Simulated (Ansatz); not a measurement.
# SeSO: complex band structure

A new crystal, SeSO: structure, gap and complex bands. It is built by putting Se for part of the O in the SO2 structure of space group Aea2, with the volume rescaled by atomic radii. The parent structure comes from the Materials Project.

Program: Ansatz 0.2.0. Level of theory: r2SCAN DFT, plane waves, PAW files, in the first sound run; inputs show where later runs differ. Results are calculated unless marked as measured.

The structure was built from a prototype and need not be the compound's stable phase.

### Step 1. The starting structure

It takes space group Pc (No. 7, monoclinic). Conventional cell: a = 4.762 Å, b = 6.681 Å, c = 6.561 Å, α = 90.00°, β = 133.54°, γ = 90.00°. Nearest to S lie 1 Se at 1.63 Å and 1 O at 1.63 Å. Se has 1 S at 1.63 Å nearest. O has 1 S at 1.63 Å nearest. It derives from SO2. Se for part of the O in the SO2 structure of space group Aea2. Farther neighbours and most contacts between anions are not listed.

### Step 2. Relaxing the new crystal

The substituted atoms don't fit the parent's cell, so cell and atoms relax together. A small smearing keeps the run stable in case the gap closes on the way.

The input, input.yaml:

```yaml
crystal:
  lattice:
    - [6.6806563243, 0.0, 0.0]
    - [0.0, 3.280617357, 3.4522957712]
    - [0.0, -3.280617357, 3.4522957712]
  atoms:
    - { symbol: S, position: [0.5, 0.49613037, 0.49613037] }
    - { symbol: S, position: [0.0, 0.99613037, 0.99613037] }
    - { symbol: Se, position: [0.35798504, 0.77356722, 0.46630241] }
    - { symbol: O, position: [0.64201496, 0.46630241, 0.77356722] }
    - { symbol: O, position: [0.85798504, 0.96630241, 0.27356722] }
    - { symbol: Se, position: [0.14201496, 0.27356722, 0.96630241] }
kpoints:
  mp_grid: { grid: [4, 6, 6] }
scf:
  occupations: { method: gaussian, width: 0.03 }
hamiltonian:
  xc: r2scan
output:
  forces: true
  stress: true
relax:
  f_tol: 0.02
  max_steps: 60
  cell: {}
```

Started as:

```bash
$ ansatz run input.yaml --threads 2 --pin off --max-ram 4096MiB --backend cpu --events-out ev --progress --plain --runs-dir out
```

Numbers of over 12 decimals in the logs are rounded to 6 here.

The log of the run:

```text
Engine: ansatz 0.2.0, aarch64-unknown-linux-gnu
Pseudopotentials: kind: paw
Pseudopotential: S, paw, valence charge 6, recommended cutoff 500 eV (meta_gga), S.paw.azcp
Pseudopotential: Se, paw, valence charge 16, recommended cutoff 500 eV (meta_gga), Se.paw.azcp
Pseudopotential: O, paw, valence charge 6, recommended cutoff 500 eV (meta_gga), O.paw.azcp
Functional definition: r2SCAN
  parameter k0 = 0.174
  parameter k1 = 0.065
  parameter a1 = 4.9479
  exchange = r2scan_x(k0 = k0, k1 = k1, a1 = a1)
  correlation = r2scan_c
Crystal: 6 atoms, lattice volume = 151.326 Å³
Basis set: ecut = 500 eV, 3839 PW (Γ), exchange–correlation on 200×144×144 points (64 copies of the dense FFT grid, shifted against one another)
Bands: 34, of which v1, the nominal top of the filled ones, is band 28 counted from 1 (27 counted from 0)
Symmetry: 2 space group operations
Space group: Pc (ITA 7), of the structure as read, at distance tolerance 5.3e-5 Å
k-points: 60 of 144 (time reversal used)
Non-local potential: S, projectors of the file, l = 0: 2, l = 1: 2, l = 2: 2
Non-local potential: Se, projectors of the file, l = 0: 2, l = 1: 2, l = 2: 3, l = 3: 1
Non-local potential: O, projectors of the file, l = 0: 2, l = 1: 2, l = 2: 1
PAW form: soft (Blöchl's): semilocal exchange-correlation on the pseudo side does not see the compensation charge
PAW frozen core: S, regenerated for the run's functional (the file was generated under x = pbe(κ = 0.804, μ = 0.219515), c = pbe(β = 0.066725))
PAW frozen core: Se, regenerated for the run's functional (the file was generated under x = pbe(κ = 0.804, μ = 0.219515), c = pbe(β = 0.066725))
PAW frozen core: O, regenerated for the run's functional (the file was generated under x = pbe(κ = 0.804, μ = 0.219515), c = pbe(β = 0.066725))
PAW one-centre angular grid: S, 302 points (default); XC on 160 Gauss nodes
PAW one-centre angular grid: Se, 590 points (default); XC on 160 Gauss nodes
PAW one-centre angular grid: O, 302 points (default); XC on 160 Gauss nodes
Initial density: superposition of atomic densities (neutral atoms: chi_scale 0, normalization atom), corrected by the library's trained network
Initial wavefunctions: pseudopotential atomic-orbital guess
Functional: x = r2scan, c = r2scan; τ floored in thin density (d = 2e-4 eV/Å³)
SCF iter   1: F=—  HF=-13891.716785 eV  |F-HF|=—  |Δ(HF+E_count)|=         —  Δρ=1.09e-2  dr2=1.78e-1  dr2_τ=3.77e-1  ethr=1.77e-3  ⟨swp⟩=7.8  Hψ=9811  notcnv=0
preconditioner: auto → Resta (q_TF=auto, 2.312 Å⁻¹)  ε∞=3.6  [insulator: Δε(μ)=1.617 eV  Ē_g=10.571 eV  σ=0.030 eV  W_gap=1.00  n_scr=36 (ndim 8)  ℏωp=17.1 eV  f_vac=0.202  D(μ)=0.00/eV (n_scr^D=0)  ε∞_Penn≈3.6]
SCF iter   2: F=—  HF=-13891.731887 eV  |F-HF|=—  |Δ(HF+E_count)|=   1.51e-2  Δρ=7.75e-3  dr2=4.77e-2  dr2_τ=8.32e-3  ethr=3.17e-4  ⟨swp⟩=3.0  Hψ=3857  notcnv=0  defer=109
SCF iter   3: F=—  HF=-13891.725962 eV  |F-HF|=—  |Δ(HF+E_count)|=   5.93e-3  Δρ=3.49e-3  dr2=2.00e-2  dr2_τ=1.57e-3  ethr=8.53e-5  ⟨swp⟩=3.0  Hψ=2936  notcnv=0  defer=49
automatic band count: iteration 3 solves 33 bands in place of 34: the levels show a gap, and the empty bands left out lie too high to hold charge; the band table lists the bands solved (type scf.n_extra_bands for more)
SCF iter   4: F=—  HF=-13891.724006 eV  |F-HF|=—  |Δ(HF+E_count)|=   1.96e-3  Δρ=8.53e-4  dr2=9.89e-4  dr2_τ=7.12e-5  ethr=3.58e-5  ⟨swp⟩=2.8  Hψ=3171  notcnv=0  defer=49
SCF iter   5: F=—  HF=-13891.724183 eV  |F-HF|=—  |Δ(HF+E_count)|=   1.77e-4  Δρ=3.19e-4  dr2=1.45e-4  dr2_τ=4.29e-6  ethr=1.77e-6  ⟨swp⟩=2.7  Hψ=3005  notcnv=0  defer=49
SCF iter   6: F=—  HF=-13891.724315 eV  |F-HF|=—  |Δ(HF+E_count)|=   1.32e-4  Δρ=7.31e-5  dr2=1.16e-5  dr2_τ=3.96e-7  ethr=2.59e-7  ⟨swp⟩=2.0  Hψ=2779  notcnv=0  defer=49
SCF iter   7: F=—  HF=-13891.724325 eV  |F-HF|=—  |Δ(HF+E_count)|=   9.77e-6  Δρ=1.74e-5  dr2=6.24e-7  dr2_τ=4.50e-8  ethr=2.07e-8  ⟨swp⟩=2.0  Hψ=2910  notcnv=0  defer=49
SCF iter   8: F=-13891.724326 eV  HF=-13891.724326 eV  |F-HF|=4.77e-8  |Δ(HF+E_count)|=   5.99e-7  Δρ=5.06e-6  dr2=5.23e-8  dr2_τ=2.27e-9  ethr=1.79e-10  ⟨swp⟩=5.0  Hψ=8012  notcnv=0
SCF 1 converged in 8 iterations: F = -13891.724326 eV  dr2 = 5.23e-8
  greatest PAW one-centre occupation: 1.000 electrons in one spin orbital (limit 2), on the Se atom at site 5 (counted from 0), in its partial waves of l = 2
relax step   1: F+E_penalty+E_count = -13891.72432562 eV  Δ(F+E_penalty+E_count) = +0.000e0 eV  max|allowed force component| = 1.939e1 eV/Å  Δτ_max = 0.0000 Å  P = +27.372 GPa  Ω = 151.326 Å³  (8 SCF iters, dr2 threshold 1.00e-7 eV, accepted)
Crystal: 6 atoms, lattice volume = 156.140 Å³
Basis set: ecut = 500 eV, 3955 PW (Γ), exchange–correlation on 200×144×144 points (64 copies of the dense FFT grid, shifted against one another)
Initial density: handed on by an earlier stage of this run
Initial wavefunctions: those handed on with the density
SCF iter   1: F=—  HF=-13900.305751 eV  |F-HF|=—  |Δ(HF+E_count)|=         —  Δρ=3.49e-2  dr2=3.09e0  dr2_τ=1.29e0  ethr=3.10e-3  ⟨swp⟩=8.3  Hψ=9229  notcnv=0
automatic band count: iteration 1 solves 32 bands in place of 34: the levels show a gap, and the empty bands left out lie too high to hold charge; the band table lists the bands solved (type scf.n_extra_bands for more)
preconditioner: auto → Resta (q_TF=auto, 2.300 Å⁻¹)  ε∞=5.0  [insulator: Δε(μ)=0.870 eV  Ē_g=8.388 eV  σ=0.030 eV  W_gap=1.00  n_scr=36 (ndim 8)  ℏωp=16.8 eV  f_vac=0.188  D(μ)=0.00/eV (n_scr^D=0)  ε∞_Penn≈5.0]
SCF iter   2: F=—  HF=-13900.185356 eV  |F-HF|=—  |Δ(HF+E_count)|=   1.20e-1  Δρ=2.24e-2  dr2=6.14e-1  dr2_τ=8.94e-2  ethr=3.10e-3  ⟨swp⟩=3.0  Hψ=3446  notcnv=0
SCF iter   3: F=—  HF=-13900.124747 eV  |F-HF|=—  |Δ(HF+E_count)|=   6.06e-2  Δρ=1.08e-2  dr2=2.28e-1  dr2_τ=2.12e-2  ethr=1.10e-3  ⟨swp⟩=3.0  Hψ=3163  notcnv=0
SCF iter   4: F=—  HF=-13900.099222 eV  |F-HF|=—  |Δ(HF+E_count)|=   2.55e-2  Δρ=3.43e-3  dr2=1.83e-2  dr2_τ=1.12e-3  ethr=4.07e-4  ⟨swp⟩=3.7  Hψ=3426  notcnv=0
SCF iter   5: F=—  HF=-13900.101103 eV  |F-HF|=—  |Δ(HF+E_count)|=   1.88e-3  Δρ=8.83e-4  dr2=2.46e-3  dr2_τ=8.33e-5  ethr=3.26e-5  ⟨swp⟩=2.8  Hψ=3259  notcnv=0
SCF iter   6: F=—  HF=-13900.102212 eV  |F-HF|=—  |Δ(HF+E_count)|=   1.11e-3  Δρ=3.34e-4  dr2=3.05e-4  dr2_τ=1.28e-5  ethr=4.39e-6  ⟨swp⟩=2.0  Hψ=3522  notcnv=0
SCF iter   7: F=—  HF=-13900.102267 eV  |F-HF|=—  |Δ(HF+E_count)|=   5.56e-5  Δρ=1.35e-4  dr2=3.43e-5  dr2_τ=9.48e-7  ethr=5.44e-7  ⟨swp⟩=2.0  Hψ=3600  notcnv=0
SCF iter   8: F=—  HF=-13900.102297 eV  |F-HF|=—  |Δ(HF+E_count)|=   2.95e-5  Δρ=4.43e-5  dr2=4.47e-6  dr2_τ=2.08e-7  ethr=6.12e-8  ⟨swp⟩=2.0  Hψ=2880  notcnv=0
[...]
relax step  31: F+E_penalty+E_count = -13901.71917872 eV  Δ(F+E_penalty+E_count) = -8.527e-3 eV  max|allowed force component| = 2.085e-2 eV/Å  Δτ_max = 0.0494 Å  P = +0.256 GPa  Ω = 126.142 Å³  energy of the carried Pulay correction = -2.036e-4 eV  (7 SCF iters, dr2 threshold 6.00e-7 eV, accepted)
relax step  32: F+E_penalty+E_count = -13901.72936163 eV  Δ(F+E_penalty+E_count) = -1.018e-2 eV  max|allowed force component| = 1.055e-1 eV/Å  Δτ_max = 0.0259 Å  P = +0.013 GPa  Ω = 129.460 Å³  energy of the carried Pulay correction = -7.652e-4 eV  (7 SCF iters, dr2 threshold 6.00e-7 eV, accepted)
relax step  33: F+E_penalty+E_count = -13901.73120839 eV  Δ(F+E_penalty+E_count) = -1.847e-3 eV  max|allowed force component| = 1.441e-1 eV/Å  Δτ_max = 0.0275 Å  P = -0.122 GPa  Ω = 130.376 Å³  energy of the carried Pulay correction = -9.023e-4 eV  (7 SCF iters, dr2 threshold 6.00e-7 eV, accepted)
relax step  34: F+E_penalty+E_count = -13901.72595762 eV  Δ(F+E_penalty+E_count) = +5.251e-3 eV  max|allowed force component| = 2.262e-1 eV/Å  Δτ_max = 0.0453 Å  P = -0.184 GPa  Ω = 130.118 Å³  energy of the carried Pulay correction = -8.539e-4 eV  (8 SCF iters, dr2 threshold 6.00e-7 eV, rejected (line search))
relax step  35: F+E_penalty+E_count = -13901.73230477 eV  Δ(F+E_penalty+E_count) = -1.096e-3 eV  max|allowed force component| = 5.235e-2 eV/Å  Δτ_max = 0.0068 Å  P = -0.089 GPa  Ω = 130.034 Å³  energy of the carried Pulay correction = -8.426e-4 eV  (11 SCF iters, accepted)
relax step  36: F+E_penalty+E_count = -13901.73237236 eV  Δ(F+E_penalty+E_count) = -6.759e-5 eV  max|allowed force component| = 3.172e-2 eV/Å  Δτ_max = 0.0026 Å  P = -0.053 GPa  Ω = 130.025 Å³  energy of the carried Pulay correction = -8.411e-4 eV  (5 SCF iters, dr2 threshold 1.71e-7 eV, accepted)
relax step  37: F+E_penalty+E_count = -13901.73241109 eV  Δ(F+E_penalty+E_count) = -3.873e-5 eV  max|allowed force component| = 1.101e-2 eV/Å  Δτ_max = 0.0016 Å  P = -0.019 GPa  Ω = 130.029 Å³  energy of the carried Pulay correction = -8.411e-4 eV  (5 SCF iters, dr2 threshold 6.29e-8 eV, accepted)
relax step  38: F+E_penalty+E_count = -13901.73333221 eV  Δ(F+E_penalty+E_count) = -9.211e-4 eV  max|allowed force component| = 1.135e-2 eV/Å  Δτ_max = 0.0000 Å  P = -0.015 GPa  Ω = 130.029 Å³  stress off target by 5.07e-2 GPa  SCF on the basis re-selected at this cell (its energy is not comparable with the rows above)  (7 SCF iters)
relax step  39: F+E_penalty+E_count = -13901.73334259 eV  Δ(F+E_penalty+E_count) = -1.037e-5 eV  max|allowed force component| = 3.986e-3 eV/Å  Δτ_max = 0.0011 Å  P = -0.006 GPa  Ω = 130.070 Å³  energy of the carried Pulay correction = -6.393e-6 eV  (6 SCF iters, dr2 threshold 6.42e-9 eV, accepted)
iter 1 solved again at ethr=3.84e-6 eV; its pass at ethr=3.10e-3 eV (dr2=2.15e-3 eV) is discarded
SCF iter   1: F=—  HF=-13901.733342 eV  |F-HF|=—  |Δ(HF+E_count)|=         —  Δρ=1.34e-5  dr2=1.56e-7  dr2_τ=2.37e-8  ethr=3.84e-6  ⟨swp⟩=2.3  Hψ=13042  notcnv=0
eigensolver tolerance schedule: the retry pair's looser diagonalisation over-reported the residual by 13823.80 of it (diagonalisation noise at an unbounded share of the residual, at the tolerance the schedule requests for it); recorded, not acted on — ethr = c·dr2/N_el stays at c = 1.0e-1
preconditioner: auto → Resta (q_TF=auto, 2.371 Å⁻¹)  ε∞=4.6  [insulator: Δε(μ)=1.794 eV  Ē_g=9.668 eV  σ=0.030 eV  W_gap=1.00  n_scr=22 (ndim 8)  ℏωp=18.4 eV  f_vac=0.108  D(μ)=0.00/eV (n_scr^D=0)  ε∞_Penn≈4.6]
SCF iter   2: F=—  HF=-13901.733350 eV  |F-HF|=—  |Δ(HF+E_count)|=   7.86e-6  Δρ=1.41e-5  dr2=2.33e-7  dr2_τ=5.19e-8  ethr=2.78e-10  ⟨swp⟩=4.0  Hψ=5288  notcnv=0
SCF iter   3: F=—  HF=-13901.733349 eV  |F-HF|=—  |Δ(HF+E_count)|=   3.75e-8  Δρ=6.14e-6  dr2=3.49e-8  dr2_τ=9.01e-9  ethr=2.78e-10  ⟨swp⟩=2.2  Hψ=2693  notcnv=0
SCF iter   4: F=—  HF=-13901.733349 eV  |F-HF|=—  |Δ(HF+E_count)|=   4.63e-9  Δρ=3.77e-6  dr2=1.24e-8  dr2_τ=3.17e-9  ethr=6.24e-11  ⟨swp⟩=1.0  Hψ=2040  notcnv=0
SCF iter   5: F=—  HF=-13901.733349 eV  |F-HF|=—  |Δ(HF+E_count)|=   1.34e-9  Δρ=1.55e-6  dr2=2.27e-9  dr2_τ=4.34e-10  ethr=2.22e-11  ⟨swp⟩=1.9  Hψ=2700  notcnv=0
SCF iter   6: F=—  HF=-13901.733349 eV  |F-HF|=—  |Δ(HF+E_count)|=  3.58e-10  Δρ=4.84e-7  dr2=2.54e-10  dr2_τ=3.95e-11  ethr=4.06e-12  ⟨swp⟩=2.4  Hψ=2840  notcnv=0
SCF iter   7: F=—  HF=-13901.733349 eV  |F-HF|=—  |Δ(HF+E_count)|=  3.46e-11  Δρ=2.56e-7  dr2=7.02e-11  dr2_τ=1.06e-11  ethr=1.00e-12  ⟨swp⟩=1.1  Hψ=2051  notcnv=0
SCF iter   8: F=-13901.733349 eV  HF=-13901.733349 eV  |F-HF|=1.27e-11  |Δ(HF+E_count)|=  1.09e-11  Δρ=1.03e-7  dr2=1.16e-11  dr2_τ=1.71e-12  ethr=1.00e-12  ⟨swp⟩=4.0  Hψ=6526  notcnv=0
SCF 40 converged in 8 iterations: F = -13901.733349 eV  dr2 = 1.16e-11
relax step  40: F+E_penalty+E_count = -13901.73334947 eV  Δ(F+E_penalty+E_count) = -6.879e-6 eV  max|allowed force component| = 3.982e-3 eV/Å  Δτ_max = 0.0000 Å  P = -0.006 GPa  Ω = 130.070 Å³  stress off target by 1.91e-2 GPa  SCF on the basis re-selected at this cell (its energy is not comparable with the rows above)  (8 SCF iters)
basis re-selected at this cell: Δ(F+E_penalty+E_count) = -6.879e-6 eV, ΔP = -0.000 GPa vs the last step (what re-selecting the basis moved, of the pressure what is left beyond the Pulay correction that the steps carried, after the strain that the cell walked since its last selection, with what the two solves' SCF thresholds leave and, on support functions, any second-order correction that the steps lacked; it is no m [...]
SCF converged after 8 iterations
Free energy (F): -13901.733349 eV
Harris-Foulkes:  -13901.733349 eV  (|F-HF|=1.27e-11)
Internal energy: -13901.733349 eV  (E = F + TS)
E sigma→0 (E₀):  -13901.733349 eV
Fermi energy:    4.631932 eV
--- Per-component energies (eV) ---
  E_band       = -1026.124213
  E_kinetic    = 798.760085
  E_local      = -6908.074918  (includes V_loc(G=0)·N_el)
  E_nonlocal   = -1036.192062
  E_hartree    = 3182.054504
  E_xc         = -521.358890
  E_vxc        = -607.599262  (∫ρ·V_xc dr)
  E_paw        = -5389.512743  (= ΣΔE_a)
  E_vpaw       = 327.948188  (= ΣTr[D̂ρ^β])
  E_aug_tail   = 0.001607  (compensation charges beyond the density's cutoff)
  E_vtau       = 34.923221  (kinetic-family band-sum trace: ∫τ·v_τ [+ j·A + Jᵃ·Aᵃ] dr)
  E_ewald      = -4023.597977
  E_core_change = -3.812956  (= ΣΔE_core)
  E_smearing   = -0.000000  (= −TS)
  E_closure    = 0.000000  (closes the sum)
  Σ components = -13901.733349   (vs F -13901.733349, Δ=0.00e0)
--- Forces (eV/Å), atoms counted from 1 ---
  atom   1  S      0.00186454    -0.00209033     0.00183372
  atom   2  S     -0.00186454    -0.00209033     0.00183372
  atom   3  Se    -0.00056003    -0.00188813     0.00177296
  atom   4  O     -0.00152587     0.00398441    -0.00364024
  atom   5  O      0.00152587     0.00398441    -0.00364024
  atom   6  Se     0.00056003    -0.00188813     0.00177296
  max |Σ_I F_I| component: 6.71e-5 eV/Å
--- Stress (GPa, compression-positive) ---
        0.007349       0.000000      -0.000000
        0.000000      -0.018481      -0.002827
       -0.000000      -0.002827      -0.006731
  P = ⅓ Tr σ = -0.0060 GPa (-0.060 kbar)
--- Relaxed structure (37 steps of the walk, 35 accepted, 3 SCFs on fresh bases) ---
  F+E_penalty+E_count = -13901.73334947 eV   max|allowed force component| = 3.982e-3 eV/Å   (the final SCF, on the basis selected at the relaxed cell)
  cell:  # Å, volume = 130.0701 Å³
    - [8.839884, 0, 0]
    - [0, 2.292355, 2.308080]
    - [0, -3.213381, 3.183304]
  atoms:
    - { symbol: S, position: [0.579402, 0.411888, 0.500770] }
    - { symbol: S, position: [-0.079402, 0.911888, 1.000770] }
    - { symbol: Se, position: [0.393782, 0.911799, 0.422998] }
    - { symbol: O, position: [0.625877, 0.412313, 0.812232] }
    - { symbol: O, position: [0.874123, 0.912313, 0.312232] }
    - { symbol: Se, position: [0.106218, 0.411799, 0.922998] }
```

Run time: 17 min. Hardware: 2 threads of Arm Neoverse V2, shared host; peak memory 0.77 GiB.

Relaxation path (22 of 40):

| step | energy less that of the first step (eV) | largest force component (eV/Å) | pressure (GPa) | volume (Å³) |
| --- | --- | --- | --- | --- |
| 1 | 0.0000 | 19.3919 | 27.37 | 151.33 |
| 3 | -8.8582 | 2.5039 | -1.46 | 164.13 |
| 5 | -9.1287 | 0.4121 | 0.50 | 158.09 |
| 7 | -9.1828 | 0.2747 | -0.04 | 152.14 |
| 8 | -9.2283 | 0.3204 | 1.00 | 146.52 |
| 10 | -9.2998 | 0.5013 | 0.62 | 136.40 |
| 12 | -9.3149 | 0.2305 | 0.27 | 136.98 |
| 14 | -9.3328 | 0.0949 | -0.04 | 134.87 |
| 16 | -9.4794 | 0.6124 | -0.31 | 125.94 |
| 18 | -9.8321 | 0.9437 | 2.95 | 120.20 |
| 20 | -9.9408 | 0.1570 | -0.30 | 124.04 |
| 21 | -9.9486 | 0.1088 | -0.37 | 126.08 |
| 23 | -9.9550 | 0.0274 | -0.06 | 125.96 |
| 25 | -9.9570 | 0.0314 | 0.02 | 124.87 |
| 27 | -9.9573 | 0.0182 | 0.05 | 124.78 |
| 29 | -9.9573 | 0.0028 | 0.00 | 124.91 |
| 31 | -9.9949 | 0.0209 | 0.26 | 126.14 |
| 33 | -10.0069 | 0.1441 | -0.12 | 130.38 |
| 34 | -10.0016 | 0.2262 | -0.18 | 130.12 |
| 36 | -10.0080 | 0.0317 | -0.05 | 130.03 |
| 38* | -10.0090 | 0.0114 | -0.02 | 130.03 |
| 40* | -10.0090 | 0.0040 | -0.01 | 130.07 |

Relaxation steps marked * repeat the geometry before them on a plane-wave basis chosen anew for their cell, so energy and pressure can jump there. Other such steps can lie between the rows shown. Relaxation steps 13, 34 were tried and not accepted.

Forces are held to the 2 operations that the run works with; a distortion that breaks them can't arise in this run.

| cell as run | before | after | change |
| --- | --- | --- | --- |
| a (Å) | 6.681 | 8.840 | +32.3 % |
| b (Å) | 4.762 | 3.253 | -31.7 % |
| c (Å) | 4.762 | 4.523 | -5.0 % |
| α (°) | 87.08 | 90.07 | +3.4 % |
| volume (Å³/atom) | 25.22 | 21.68 | -14.0 % |

The atoms that moved most (Å, as changes of fractional coordinates times the final cell):

| atom | dx | dy | dz | length |
| --- | --- | --- | --- | --- |
| S2 | -0.702 | -0.208 | -0.180 | 0.754 |
| S1 | 0.702 | -0.208 | -0.180 | 0.754 |
| Se3 | 0.316 | 0.456 | 0.181 | 0.584 |
| Se6 | -0.316 | 0.456 | 0.181 | 0.584 |
| O5 | 0.143 | -0.248 | -0.002 | 0.286 |
| O4 | -0.143 | -0.248 | -0.002 | 0.286 |

The relaxed structure:

```cif
data_structure
_symmetry_space_group_name_H-M 'P 1'
_symmetry_Int_Tables_number 1
_cell_length_a 8.8399
_cell_length_b 3.2530
_cell_length_c 4.5232
_cell_angle_alpha 90.074
_cell_angle_beta 90.000
_cell_angle_gamma 90.000
_cell_volume 130.07
loop_
_atom_site_label
_atom_site_type_symbol
_atom_site_fract_x
_atom_site_fract_y
_atom_site_fract_z
_atom_site_occupancy
S1 S 0.57940 0.41189 0.50077 1
S2 S 0.92060 0.91189 0.00077 1
Se3 Se 0.39378 0.91180 0.42300 1
O4 O 0.62588 0.41231 0.81223 1
O5 O 0.87412 0.91231 0.31223 1
Se6 Se 0.10622 0.41180 0.92300 1
```

Numbers from this step:

| Property | Result |
| --- | --- |
| free energy | -13901.7333 eV |
| Fermi energy | 4.632 eV |
| pressure | -0.005954 GPa |

The largest force component on a free atom ends at 0.0040 eV/Å.

(Part 1 of 3 ends here.)

[Logs are printed without paths, hosts, clocks, repeated set-up lines and the standing remarks that a program may print on its own settings, such as how far it seeks lower states.]

[Hosts, paths, dates, database ids (printed as entryN), source tags and the programs' standing remarks are cut or masked in the printed files.]

[New means built here by substitution; the compound itself may be known and measured.]
